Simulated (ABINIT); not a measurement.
# SrCl2 (Fm-3m): G0W0 in ABINIT against the plane-wave cutoff

Aim: move the plane-wave cutoff of a G0W0 run on SrCl2 (Fm-3m) over a wide range.

Program: ABINIT 10.8.3. Level of theory: PBE and many-body steps on it, plane waves. Results are calculated unless marked as measured.

### 1. Set-up

The structure is cubic, space group Fm-3m (No. 225). Conventional cell: a = 6.977 Å, b = 6.977 Å, c = 6.977 Å, α = 90.00°, β = 90.00°, γ = 90.00°. Nearest to Sr lie 8 Cl at 3.02 Å. Nearest to Cl lie 4 Sr at 3.02 Å. Farther neighbours and most contacts between anions are not listed.

The cell and positions come from the Crystallography Open Database and are kept as given unless a step says otherwise.

### 2. Empty states on the mesh, 2×2×2 mesh, 157 bands

This step: ABINIT 10.8.3; DFT, PBE, plane waves, norm-conserving pseudopotentials.

The sums over transitions need many empty states on a uniform mesh; this step solves for them.

run.abi reads:

```
acell 3*1.0 Angstrom
rprim 
  -0.000000000000 3.488350000000 3.488350000000
  3.488350000000 -0.000000000000 3.488350000000
  3.488350000000 3.488350000000 -0.000000000000
ntypat 2
znucl 38 17
natom 3
typat 1 2 2
xred 
  0.000000000000 0.000000000000 0.000000000000
  0.250000000000 0.250000000000 0.250000000000
  0.750000000000 0.750000000000 0.750000000000
pp_dirpath "pseudos"
pseudos "Sr.upf, Cl.upf"
ecut 28
ngkpt 2 2 2
nshiftk 1
shiftk 0 0 0
kptopt 1
chksymbreak 0
irdden 1
istwfk *1
nband 157
prtvol 0
optdriver 6
gwr_task "HDIAGO"
paral_kgb 0
occopt 1
indata_prefix "in"
outdata_prefix "out"
tmpdata_prefix "tmp"
```

Launch:

```console
$ OMP_NUM_THREADS=1 mpirun -n 4 abinit run.abi > log
```

Numbers of over 12 decimals in the logs are rounded to 6 here.

The log of the run:

```text
.Version 10.8.3 of ABINIT. v10.8.2 released Aug 2026.

 Symmetries : space group Fm -3 m (#225); Bravais cF (face-center cubic)
[... echo of the input left out ...]
== DATASET  1 ==================================================================
-   mpi_nproc: 4, omp_nthreads: 1 (-1 if OMP is not activated)

--- !DatasetInfo
iteration_state: {dtset: 1, }
dimensions: {natom: 3, nkpt: 3, mband: 157, nsppol: 1, nspinor: 1, nspden: 1, mpw: 4088, }
cutoff_energies: {ecut:  28.0, pawecutdg:  -1.0, }
[...]
Indirect band gap semiconductor
 Fundamental gap:     5.343 (eV)
   VBM:     1.668 (eV) at k: [ 5.0000E-01,  5.0000E-01,  0.0000E+00]
   CBM:     7.010 (eV) at k: [ 0.0000E+00,  0.0000E+00,  0.0000E+00]
 Direct gap:         5.512 (eV) at k: [ 5.0000E-01,  5.0000E-01,  0.0000E+00]

== END DATASET(S) ==============================================================
================================================================================

 -outvars: echo values of variables after computation  --------
           etotal      0.0000000000E+00
            nband         157
             nkpt           3
          spgroup         225
 [... the other variables as echoed above ...]

 Calculation completed.
```

Run time: 50 s. Hardware: 4 MPI ranks of Arm Neoverse V1, shared host; peak memory 3.4 GiB; 3.4 min of CPU time.

Numbers from this step:

| Property | Result |
| --- | --- |
| gap | 5.343 eV |
| k of the valence top | 0.5, 0.5, 0 |
| k of the conduction bottom | 0, 0, 0 |
| least direct gap | 5.512 eV |
| k points computed | 3 |
| lowest point of the top converged band, above the valence top | 73.8968 eV |

On this mesh the gap is 5.343 eV.

The density comes from a self-consistent run that is not shown.

### 3. Empty states on the mesh, 2×2×2 mesh, 50 bands

run.abi, as its differences from that of step 2:

```diff
@@ -15,3 +15,3 @@
 pseudos "Sr.upf, Cl.upf"
-ecut 28
+ecut 17
 ngkpt 2 2 2
@@ -21,10 +21,10 @@
 chksymbreak 0
+iscf -2
 irdden 1
 istwfk *1
-nband 157
+nband 50
+nbdbuf 4
+tolwfr 1e-09
+nstep 60
 prtvol 0
-optdriver 6
-gwr_task "HDIAGO"
-paral_kgb 0
-occopt 1
 indata_prefix "in"
```

The log of the run:

```text
.Version 10.8.3 of ABINIT. v10.8.2 released Aug 2026.

 Symmetries : space group Fm -3 m (#225); Bravais cF (face-center cubic)
[... echo of the input left out ...]
== DATASET  1 ==================================================================
-   mpi_nproc: 4, omp_nthreads: 1 (-1 if OMP is not activated)
-    --> not optimal distribution: autoparal keyword recommended in input file <--

--- !DatasetInfo
iteration_state: {dtset: 1, }
dimensions: {natom: 3, nkpt: 3, mband: 50, nsppol: 1, nspinor: 1, nspden: 1, mpw: 1924, }
cutoff_energies: {ecut:  17.0, pawecutdg:  -1.0, }
[...]
0.82346    0.82346    0.82346    0.82577    0.82577    0.82577    0.89167    0.92155
   0.92155    0.92155    0.98099    0.98099    1.00017    1.14495    1.14495    1.14495
   1.18376    1.18377
 prteigrs : prtvol=0 or 1, do not print more k-points.

== END DATASET(S) ==============================================================
================================================================================

 -outvars: echo values of variables after computation  --------
            nband          50
             nkpt           3
          spgroup         225
 [... the other variables as echoed above ...]

 Calculation completed.
```

Elapsed: 4.2 s, on 4 MPI ranks; peak memory 0.24 GiB; 17 s of CPU time.

Numbers from this step:

- gap: 5.342 eV
- k of the valence top: 0.5, 0.5, 0
- k of the conduction bottom: 0, 0, 0
- least direct gap: 5.501 eV
- k points computed: 3
- lowest point of the top converged band, above the valence top: 27.01 eV

On this mesh the gap is 5.342 eV.

### 4. Empty states on the mesh, 2×2×2 mesh, 50 bands

run.abi, as its differences from that of step 3:

```diff
@@ -15,3 +15,3 @@
 pseudos "Sr.upf, Cl.upf"
-ecut 17
+ecut 22
 ngkpt 2 2 2
```

The log of the run:

```text
.Version 10.8.3 of ABINIT. v10.8.2 released Aug 2026.

 Symmetries : space group Fm -3 m (#225); Bravais cF (face-center cubic)
[... echo of the input left out ...]
== DATASET  1 ==================================================================
-   mpi_nproc: 4, omp_nthreads: 1 (-1 if OMP is not activated)
-    --> not optimal distribution: autoparal keyword recommended in input file <--

--- !DatasetInfo
iteration_state: {dtset: 1, }
dimensions: {natom: 3, nkpt: 3, mband: 50, nsppol: 1, nspinor: 1, nspden: 1, mpw: 2824, }
cutoff_energies: {ecut:  22.0, pawecutdg:  -1.0, }
[...]
0.82295    0.82295    0.82295    0.82554    0.82554    0.82554    0.89125    0.91877
   0.91877    0.91877    0.98078    0.98078    0.99984    1.14424    1.14424    1.14424
   1.18357    1.18385
 prteigrs : prtvol=0 or 1, do not print more k-points.

== END DATASET(S) ==============================================================
================================================================================

 -outvars: echo values of variables after computation  --------
            nband          50
             nkpt           3
          spgroup         225
 [... the other variables as echoed above ...]

 Calculation completed.
```

Wall time 5.4 s (4 MPI ranks); peak memory 0.25 GiB.

Numbers from this step:

| Property | Result |
| --- | --- |
| gap | 5.339 eV |
| k of the valence top | 0.5, 0.5, 0 |
| k of the conduction bottom | 0, 0, 0 |
| least direct gap | 5.509 eV |
| k points computed | 3 |
| lowest point of the top converged band, above the valence top | 27.00 eV |

On this mesh the gap is 5.339 eV.

### 5. Empty states on the mesh, 2×2×2 mesh, 50 bands

run.abi, as its differences from that of step 4:

```diff
@@ -15,3 +15,3 @@
 pseudos "Sr.upf, Cl.upf"
-ecut 22
+ecut 35
 ngkpt 2 2 2
```

The log of the run:

```text
.Version 10.8.3 of ABINIT. v10.8.2 released Aug 2026.

 Symmetries : space group Fm -3 m (#225); Bravais cF (face-center cubic)
[... echo of the input left out ...]
== DATASET  1 ==================================================================
-   mpi_nproc: 4, omp_nthreads: 1 (-1 if OMP is not activated)
-    --> not optimal distribution: autoparal keyword recommended in input file <--

--- !DatasetInfo
iteration_state: {dtset: 1, }
dimensions: {natom: 3, nkpt: 3, mband: 50, nsppol: 1, nspinor: 1, nspden: 1, mpw: 5769, }
cutoff_energies: {ecut:  35.0, pawecutdg:  -1.0, }
[...]
0.82279    0.82279    0.82279    0.82559    0.82559    0.82559    0.89118    0.91857
   0.91857    0.91857    0.98052    0.98052    0.99988    1.14417    1.14417    1.14417
   1.18361    1.18377
 prteigrs : prtvol=0 or 1, do not print more k-points.

== END DATASET(S) ==============================================================
================================================================================

 -outvars: echo values of variables after computation  --------
            nband          50
             nkpt           3
          spgroup         225
 [... the other variables as echoed above ...]

 Calculation completed.
```

Wall time 9.3 s (4 MPI ranks); peak memory 0.28 GiB; 37 s of CPU time.

This step gave:

| Quantity | Value |
| --- | --- |
| gap | 5.343 eV |
| k of the valence top | 0.5, 0.5, 0 |
| k of the conduction bottom | 0, 0, 0 |
| least direct gap | 5.512 eV |
| k points computed | 3 |
| lowest point of the top converged band, above the valence top | 27.00 eV |

On this mesh the gap is 5.343 eV.

### 6. Screening, 2×2×2 mesh, 46 bands, screening to 106.1 eV

The RPA dielectric matrix is built and inverted for each q.

This step: RPA screening on PBE, plane waves, norm-conserving pseudopotentials.

run.abi, as its differences from that of step 5:

```diff
@@ -15,3 +15,3 @@
 pseudos "Sr.upf, Cl.upf"
-ecut 35
+ecut 17
 ngkpt 2 2 2
@@ -21,10 +21,11 @@
 chksymbreak 0
-iscf -2
-irdden 1
 istwfk *1
-nband 50
-nbdbuf 4
-tolwfr 1e-09
-nstep 60
-prtvol 0
+occopt 1
+irdwfk 1
+optdriver 3
+nband 46
+ecuteps 3.9
+inclvkb 2
+awtr 1
+symchi 1
 indata_prefix "in"
```

The log of the run:

```text
.Version 10.8.3 of ABINIT. v10.8.2 released Aug 2026.

 Symmetries : space group Fm -3 m (#225); Bravais cF (face-center cubic)
[... echo of the input left out ...]
== DATASET  1 ==================================================================
-   mpi_nproc: 4, omp_nthreads: 1 (-1 if OMP is not activated)

--- !DatasetInfo
iteration_state: {dtset: 1, }
dimensions: {natom: 3, nkpt: 3, mband: 46, nsppol: 1, nspinor: 1, nspden: 1, mpw: 1924, }
cutoff_energies: {ecut:  17.0, pawecutdg:  -1.0, }
electrons: {nelect:   2.40000000E+01, charge:   0.00000000E+00, occopt:   1.00000000E+00, tsmear:   1.00000000E-02, }

 SCREENING: Calculation of the susceptibility and dielectric matrices

 Based on a program developped by R.W. Godby, V. Olevano, G. Onida, and L. Reining.
 Incorporated in ABINIT by V. Olevano, G.-M. Rignanese, and M. Torrent.
.Using double precision arithmetic ; gwpc =  8

[... cell and pseudopotentials left out ...]
--------------------------------------------------------------------------------

 ==== K-mesh for the wavefunctions ====
 Number of points in the irreducible wedge :     3
[... list of points left out ...]
 Together with 48 symmetry operations and time-reversal symmetry
 yields     8 points in the full Brillouin Zone.

 ==== Q-mesh for the screening function ====
 Number of points in the irreducible wedge :     3
[... list of points left out ...]
 Together with 48 symmetry operations and time-reversal symmetry
 yields     8 points in the full Brillouin Zone.

 setmesh: FFT mesh size selected  =    25x   25x   25
          total number of points  =        15625

 vcoul_init : cutoff-mode = AUXILIARY_FUNCTION
 q-points for optical limit:   1
     1)      0.000010    0.000020    0.000030

- screening: taking advantage of time-reversal symmetry
- Maximum band index for partially occupied states nbvw = 12
- Remaining bands to be divided among processors   nbcw = 34
- Number of bands treated by each node ~8

 Number of electrons calculated from density =   24.0000; Expected =   24.0000
 average of density, n =  0.041891
 r_s =    1.7862
 omega_plasma =   19.7432 [eV]

 calculating chi0 at frequencies [eV] :
  1    0.000000E+00    0.000000E+00
  2    0.000000E+00    1.974321E+01

--------------------------------------------------------------------------------
  q-point number  1        q = ( 0.000000, 0.000000, 0.000000) [r.l.u.]
--------------------------------------------------------------------------------
[... chi0 elements left out ...]
 For q-point:  0.000010 0.000020 0.000030
  dielectric constant =   2.8940
  dielectric constant without local fields =   3.4053

  Average fulfillment of the sum rule on Im[epsilon] for q-point    1 :     49.05  [%]
[... wings left out ...]
  q-point number  2        q = ( 0.500000, 0.000000, 0.000000) [r.l.u.]
--------------------------------------------------------------------------------
[... chi0 elements left out ...]
  Average fulfillment of the sum rule on Im[epsilon] for q-point    2 :     61.74  [%]

 [... 1 further q-points ...]
```

Elapsed: 2.8 s, on 4 MPI ranks; peak memory 0.09 GiB; 11 s of CPU time.

This step gave:

```
ε∞ with local fields, on this mesh, along the program's q direction : 2.894
the same without local fields                                       : 3.405
plasma frequency                                                    : 19.74 eV
plane waves in the screening matrix                                 : 181
```

Local fields lower ε∞ by 15 %. On a Γ-centred mesh this coarse the value itself is usually too large, while a short band sum pulls it down.

### 7. 17 Ha

This step: G0W0 on PBE, plane waves, norm-conserving pseudopotentials.

run.abi, as its differences from that of step 6:

```diff
@@ -24,8 +24,17 @@
 irdwfk 1
-optdriver 3
+optdriver 4
 nband 46
+gwcalctyp 0
+ecutsigx 17
+symsigma 1
+nkptgw 2
+kptgw 
+  0.5000000000 0.5000000000 0.0000000000
+  0.0000000000 0.0000000000 0.0000000000
+bdgw 
+  10 14
+  10 15
 ecuteps 3.9
-inclvkb 2
-awtr 1
-symchi 1
+irdscr 1
+ppmodel 1
 indata_prefix "in"
```

The log of the run:

```text
.Version 10.8.3 of ABINIT. v10.8.2 released Aug 2026.

 Symmetries : space group Fm -3 m (#225); Bravais cF (face-center cubic)
[... echo of the input left out ...]
== DATASET  1 ==================================================================
-   mpi_nproc: 4, omp_nthreads: 1 (-1 if OMP is not activated)

--- !DatasetInfo
iteration_state: {dtset: 1, }
dimensions: {natom: 3, nkpt: 3, mband: 46, nsppol: 1, nspinor: 1, nspden: 1, mpw: 1924, }
cutoff_energies: {ecut:  17.0, pawecutdg:  -1.0, }
electrons: {nelect:   2.40000000E+01, charge:   0.00000000E+00, occopt:   1.00000000E+00, tsmear:   1.00000000E-02, }

 SIGMA: Calculation of the GW corrections

 Based on a program developped by R.W. Godby, V. Olevano, G. Onida, and L. Reining.
 Incorporated in ABINIT by V. Olevano, G.-M. Rignanese, and M. Torrent.
.Using double precision arithmetic ; gwpc =  8

[... cell and pseudopotentials left out ...]
--------------------------------------------------------------------------------

 ==== K-mesh for the wavefunctions ====
 Number of points in the irreducible wedge :     3
[... list of points left out ...]
 Together with 48 symmetry operations and time-reversal symmetry
 yields     8 points in the full Brillouin Zone.

 ==== Q-mesh for screening function ====
 Number of points in the irreducible wedge :     3
[... list of points left out ...]
 Together with 48 symmetry operations and time-reversal symmetry
 yields     8 points in the full Brillouin Zone.

 vcoul_init : cutoff-mode = AUXILIARY_FUNCTION
 q-points for optical limit:   1
     1)      0.000010    0.000020    0.000030
 setmesh: FFT mesh size selected  =    36x   36x   36
          total number of points  =        46656

 Number of electrons calculated from density =   24.0000; Expected =   24.0000
 average of density, n =  0.041891
 r_s =    1.7862
 omega_plasma =   19.7432 [eV]

 === KS Band Gaps ===
  >>>> For spin  1
   Minimum direct gap =   5.5008 [eV], located at k-point      :   0.5000  0.5000  0.0000
   Fundamental gap    =   5.3423 [eV], Top of valence bands at :   0.5000  0.5000  0.0000
                                       Bottom of conduction at :   0.0000  0.0000  0.0000
 SIGMA fundamental parameters:
 PLASMON POLE MODEL  1
 number of plane-waves for SigmaX                 1917
 number of plane-waves for SigmaC and W            181
 number of plane-waves for wavefunctions          1917
 number of bands                                    46
 number of independent spin polarizations            1
 number of spinorial components                      1
 number of k-points in IBZ                           3
 number of q-points in IBZ                           3
 number of symmetry operations                      48
 number of k-points in BZ                            8
 number of q-points in BZ                            8
 number of frequencies for dSigma/dE                 9
 frequency step for dSigma/dE [eV]                0.25
 number of omega for Sigma on real axis              0
 max omega for Sigma on real axis  [eV]           0.00
 zcut for avoiding poles [eV]                     0.10

 EPSILON^-1 parameters (SCR file):
 dimension of the eps^-1 matrix on file            181
 dimension of the eps^-1 matrix used               181
 number of plane-waves for wavefunctions          1917
 number of bands                                    46
 number of q-points in IBZ                           3
 number of frequencies                               2
 number of real frequencies                          1
 number of imag frequencies                          1

 matrix elements of self-energy operator (all in [eV])

 Perturbative Calculation

--- !SelfEnergy_ee
iteration_state: {dtset: 1, }
kpoint     : [   0.500,    0.500,    0.000, ]
spin       : 1
KS_gap     :    5.501
QP_gap     :    7.830
Delta_QP_KS:    2.329
data: !SigmaeeData |
     Band     E0 <VxcDFT>   SigX SigC(E0)      Z dSigC/dE  Sig(E)    E-E0       E
       10   1.279 -14.382 -18.129   2.759   0.816  -0.225 -15.188  -0.806   0.473
       11   1.279 -14.382 -18.129   2.759   0.816  -0.225 -15.188  -0.806   0.473
       12   1.678 -14.795 -18.511   2.781   0.816  -0.226 -15.558  -0.763   0.915
       13   7.179  -8.460  -4.059  -2.595   0.867  -0.153  -6.894   1.566   8.745
       14   8.718 -11.015  -5.556  -2.715   0.860  -0.163  -8.655   2.360  11.078

--- !SelfEnergy_ee
iteration_state: {dtset: 1, }
kpoint     : [   0.000,    0.000,    0.000, ]
spin       : 1
KS_gap     :    5.676
QP_gap     :    7.626
Delta_QP_KS:    1.950
data: !SigmaeeData |
     Band     E0 <VxcDFT>   SigX SigC(E0)      Z dSigC/dE  Sig(E)    E-E0       E
       10   1.344 -14.464 -18.297   2.801   0.816  -0.226 -15.306  -0.843   0.502
       11   1.344 -14.464 -18.297   2.801   0.816  -0.226 -15.306  -0.843   0.502
       12   1.344 -14.464 -18.297   2.801   0.816  -0.226 -15.306  -0.843   0.502
       13   7.020  -7.715  -3.610  -2.828   0.867  -0.153  -6.608   1.107   8.127
       14   7.770  -9.739  -4.699  -2.665   0.864  -0.158  -7.688   2.051   9.821
       15   7.770  -9.739  -4.699  -2.665   0.864  -0.158  -7.688   2.051   9.821

== END DATASET(S) ==============================================================
================================================================================

 -outvars: echo values of variables after computation  --------
           etotal      0.0000000000E+00
            nband          46
             nkpt           3
          spgroup         225
 [... the other variables as echoed above ...]

 Calculation completed.
```

The job ended after 3.1 s (4 MPI ranks; peak memory 0.29 GiB; 12 s of CPU time).

This step gave:

- G0W0 gap on the points computed: 7.212 eV
- starting gap on the mesh: 5.342 eV
- k of the valence top: 0.5, 0.5, 0
- k of the conduction bottom: 0, 0, 0
- Z at the valence top: 0.816
- Z at the conduction bottom: 0.867
- least direct G0W0 gap on the computed points: 7.625 eV

[end of part 1 of 2]

[Paths, hosts, dates, memory and timing lines, banners, echoed tables and standing remarks are left out of the program output.]

[Logs are printed without paths, hosts, clocks, repeated set-up lines and the standing remarks that a program may print on its own settings, such as how far it seeks lower states.]

[Runs of the session that timed out or met a known fault of the program may be left out.]

[No measured gap is set beside runs whose start may be inverted or whose files or cutoffs have a known fault.]

[Hosts, paths, dates, database ids (printed as entryN), source tags and the programs' standing remarks are cut or masked in the printed files.]

[G0W0 gaps are taken among the corrected bands and points alone; a level outside them can change the order at an edge.]

[Where Ansatz stands beside ABINIT at settings called matched, ABINIT's density can come from a denser mesh and the files from another edition; pairs whose starting gaps differed by over 0.03 eV were left out, so agreement reads better than it is.]
